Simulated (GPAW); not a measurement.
# A 7-layer slab of Os(0001) in an electric field, part 2 of 2

Wanted: the out-of-plane polarisability of a 7-layer slab of Os(0001).

GPAW 26.7.0; GPAW, PAW setups; slab in vacuum, relaxation (the session's first sound run).

So far. Step 9 (Field on): The dipole is now 0.121 e Å, against 0.0019 in the run without a field.

## (10) In a field

run.py reads:

```python
import json
import numpy as np
from ase import Atoms
from gpaw import GPAW, PW
from gpaw.external import ConstantElectricField

slab = Atoms(
    ['Os', 'Os', 'Os', 'Os', 'Os', 'Os', 'Os'],
    positions=[
        [0.00000, 0.00000, 7.00000],
        [2.74000, 1.58194, 9.16323],
        [0.00000, 0.00000, 11.32646],
        [2.74000, 1.58194, 13.51042],
        [-0.00000, 0.00000, 15.69614],
        [2.74000, 1.58194, 17.86756],
        [-0.00000, 0.00000, 19.96509]],
    cell=[[2.74, 0.0, 0.0], [1.37, 2.37291, 0.0], [0.0, 0.0, 26.97938]],
    pbc=[True, True, False])

slab.calc = GPAW(mode=PW(400), xc='PBE', kpts={'size': (13, 13, 1), 'gamma': True},
                 occupations={'name': 'fermi-dirac', 'width': 0.1}, nbands='160%',
                 convergence={'density': 1e-05}, maxiter=200,
                 poissonsolver={'dipolelayer': 'xy'},
                 external=ConstantElectricField(0.3, [0, 0, 1]),
                 symmetry={'tolerance': 1e-3}, txt='slab.txt')
result = {}
energy = slab.get_potential_energy()
fermi = slab.calc.get_fermi_level()
v = slab.calc.get_electrostatic_potential().mean((0, 1)) - fermi
n = slab.calc.get_pseudo_density().mean((0, 1))
L = slab.cell[2, 2]
z = np.arange(len(v)) * L / len(v)
low, high = slab.positions[:, 2].min(), slab.positions[:, 2].max()
below, above = np.interp([low - 4.8, high + 4.8], z, v)
slopes = [np.interp(x, z, np.gradient(v, z)) for x in (low - 4.8, high + 4.8)]
eps = np.array([[slab.calc.get_eigenvalues(k, s) for k in range(len(slab.calc.get_ibz_k_points()))]
                for s in range(slab.calc.get_number_of_spins())]) - fermi
top, bottom = eps[eps < 0].max(), eps[eps > 0].min()
dipole = slab.get_dipole_moment()[2]
print(f'energy {energy:.4f} eV, Fermi level {fermi:.4f} eV, dipole {dipole:.5f} e A')
print(f'potential 4.8 A off the faces, from the Fermi level: lower {below:.4f} eV, upper {above:.4f} eV')
print(f'slope of the potential there: lower {slopes[0]:.5f}, upper {slopes[1]:.5f} eV/A')
print(f'nearest levels on the mesh: {top:.4f} and {bottom:.4f} eV')
print('magnetic moment', round(slab.get_magnetic_moment(), 3))
result.update(energy=energy, fermi=fermi, dipole=dipole, below=below, above=above, slopes=slopes, edges=[top, bottom],
              z=z.tolist(), v=v.tolist(), n=n.tolist(), positions=slab.positions.tolist(),
              forces=slab.get_forces(apply_constraint=False).tolist(), moments=slab.get_magnetic_moments().tolist())
json.dump(result, open('result.json', 'w'))
```

Launch:

```bash
> OMP_NUM_THREADS=1 OPENBLAS_NUM_THREADS=1 python run.py
```

The job ended after 21 min (1 thread of Arm Neoverse V2, shared host; peak memory 0.63 GiB).

The electrostatic potential energy of an electron (without an applied field's), less the Fermi level, planar mean oscillates, so the rows of the table below give means over windows of 2.16 Å about each position, cut where the curve ends. Its maxima inside the range that stand out by 2 % of the span (Å: eV): 0.8: 7.86, 8.1: -1.10, 10.3: -1.96, 12.4: -2.35, 14.6: -3.02, 16.7: -3.94, 18.9: -5.22. Its minima: 7.0: -29.2, 9.2: -30.5, 11.3: -31.1, 13.5: -31.7, 15.6: -32.2, 17.9: -33.1, 20.0: -33.2.

The electrostatic potential energy of an electron (without an applied field's), less the Fermi level, planar mean by z; means over each step:

z (Å), electrostatic potential energy of an electron (without an applied field's), less the Fermi level, planar mean (eV) and a bar from the least value:
```
     1.08        7.6 ##############################
     3.24        7.8 ##############################
     5.40        4.1 ##########################
     7.56      -13.6 #####
     9.72      -14.7 ####
    11.88      -15.1 ###
    14.04      -15.7 ##
    16.20      -16.5 #
    18.36      -17.7 
    20.52      -14.7 ####
    22.68        2.7 ########################
    24.84        2.9 ########################
```

The dipole is now 0.180 e Å, against 0.0019 in the run without a field.

## (11) The series

The members are put on one axis.

This step: induced dipole against applied field (GPAW 26.7.0).

The dipole along the normal by field:

```tsv
field (V/Å)	dipole along the normal (e·Å)
-0.200	-0.117
-0.100	-0.0575
-0.050	-0.0278
0.000	0.00188
0.050	0.0315
0.100	0.0612
0.200	0.121
0.300	0.180
```

## (12) A changed run

One more run, with changed settings.

This step: GPAW, PAW setups; slab in vacuum (GPAW 26.7.0).

Changes to run.py since step 10:

```diff
@@ -4,3 +4,2 @@
 from gpaw import GPAW, PW
-from gpaw.external import ConstantElectricField
 
@@ -21,5 +20,4 @@
                  occupations={'name': 'fermi-dirac', 'width': 0.1}, nbands='160%',
-                 convergence={'density': 1e-05}, maxiter=200,
+                 convergence={'density': 1e-05}, maxiter=50,
                  poissonsolver={'dipolelayer': 'xy'},
-                 external=ConstantElectricField(0.3, [0, 0, 1]),
                  symmetry={'tolerance': 1e-3}, txt='slab.txt')
@@ -33,4 +31,4 @@
 low, high = slab.positions[:, 2].min(), slab.positions[:, 2].max()
-below, above = np.interp([low - 4.8, high + 4.8], z, v)
-slopes = [np.interp(x, z, np.gradient(v, z)) for x in (low - 4.8, high + 4.8)]
+below, above = np.interp([low - 1.0, high + 1.0], z, v)
+slopes = [np.interp(x, z, np.gradient(v, z)) for x in (low - 1.0, high + 1.0)]
 eps = np.array([[slab.calc.get_eigenvalues(k, s) for k in range(len(slab.calc.get_ibz_k_points()))]
@@ -40,3 +38,3 @@
 print(f'energy {energy:.4f} eV, Fermi level {fermi:.4f} eV, dipole {dipole:.5f} e A')
-print(f'potential 4.8 A off the faces, from the Fermi level: lower {below:.4f} eV, upper {above:.4f} eV')
+print(f'potential 1.0 A off the faces, from the Fermi level: lower {below:.4f} eV, upper {above:.4f} eV')
 print(f'slope of the potential there: lower {slopes[0]:.5f}, upper {slopes[1]:.5f} eV/A')
```

The job ended after 4.6 min (1 thread; peak memory 0.28 GiB).

The run finished. A setting was moved off its sound value on purpose, so it serves as a test and not as the result.

The fault put into the input: the potential probed 1 A off the face (probe = 1.0).

## (13) What came out

```
work function, upper and lower face            : 5.323 and 5.375 eV
dipole along the normal                        : 0.00188 e Å
induced dipole per field                       : 0.594 e Å per V/Å
out-of-plane polarisability per area, α/(ε0 A) : 16.5 Å
```

The field induces 0.594 e Å per V/Å, a polarisable thickness α/(ε0 A) of 16.5 Å beside 13.0 Å between the outermost nuclei. A perfect conductor would give the distance between its two image planes; a dielectric of thickness t gives t(1 - 1/ε). The two faces differ by 0.052 eV, the step that the slab's dipole makes (e p/(ε0 A) gives 0.052 eV), so the dipole layer is needed. The lowest atoms were held at bulk positions, which alone makes the faces unlike. The measured value for polycrystalline Os, which weights the faces of low work function, is 4.84 eV (as compiled in "Anisotropic work function of elemental crystals", 2019, arxiv:1902.07811); the relaxed upper face lies 0.48 eV over it with PBE. Measured work functions scatter by a tenth of an eV or more between methods. The induced dipole is linear in the field over this range. The small printed dipole stands for a step of -52 meV from the lower to the upper face, and the probes find -52 meV; values this small are near the numerical noise of both. The in-plane lattice was kept as typed, which isn't the functional's own and leaves some strain; spin-orbit coupling and temperature are left out.

[Logs are printed without paths, hosts, clocks, repeated set-up lines and the standing remarks that a program may print on its own settings, such as how far it seeks lower states.]

[Hosts, paths, dates, database ids (printed as entryN), source tags and the programs' standing remarks are cut or masked in the printed files.]
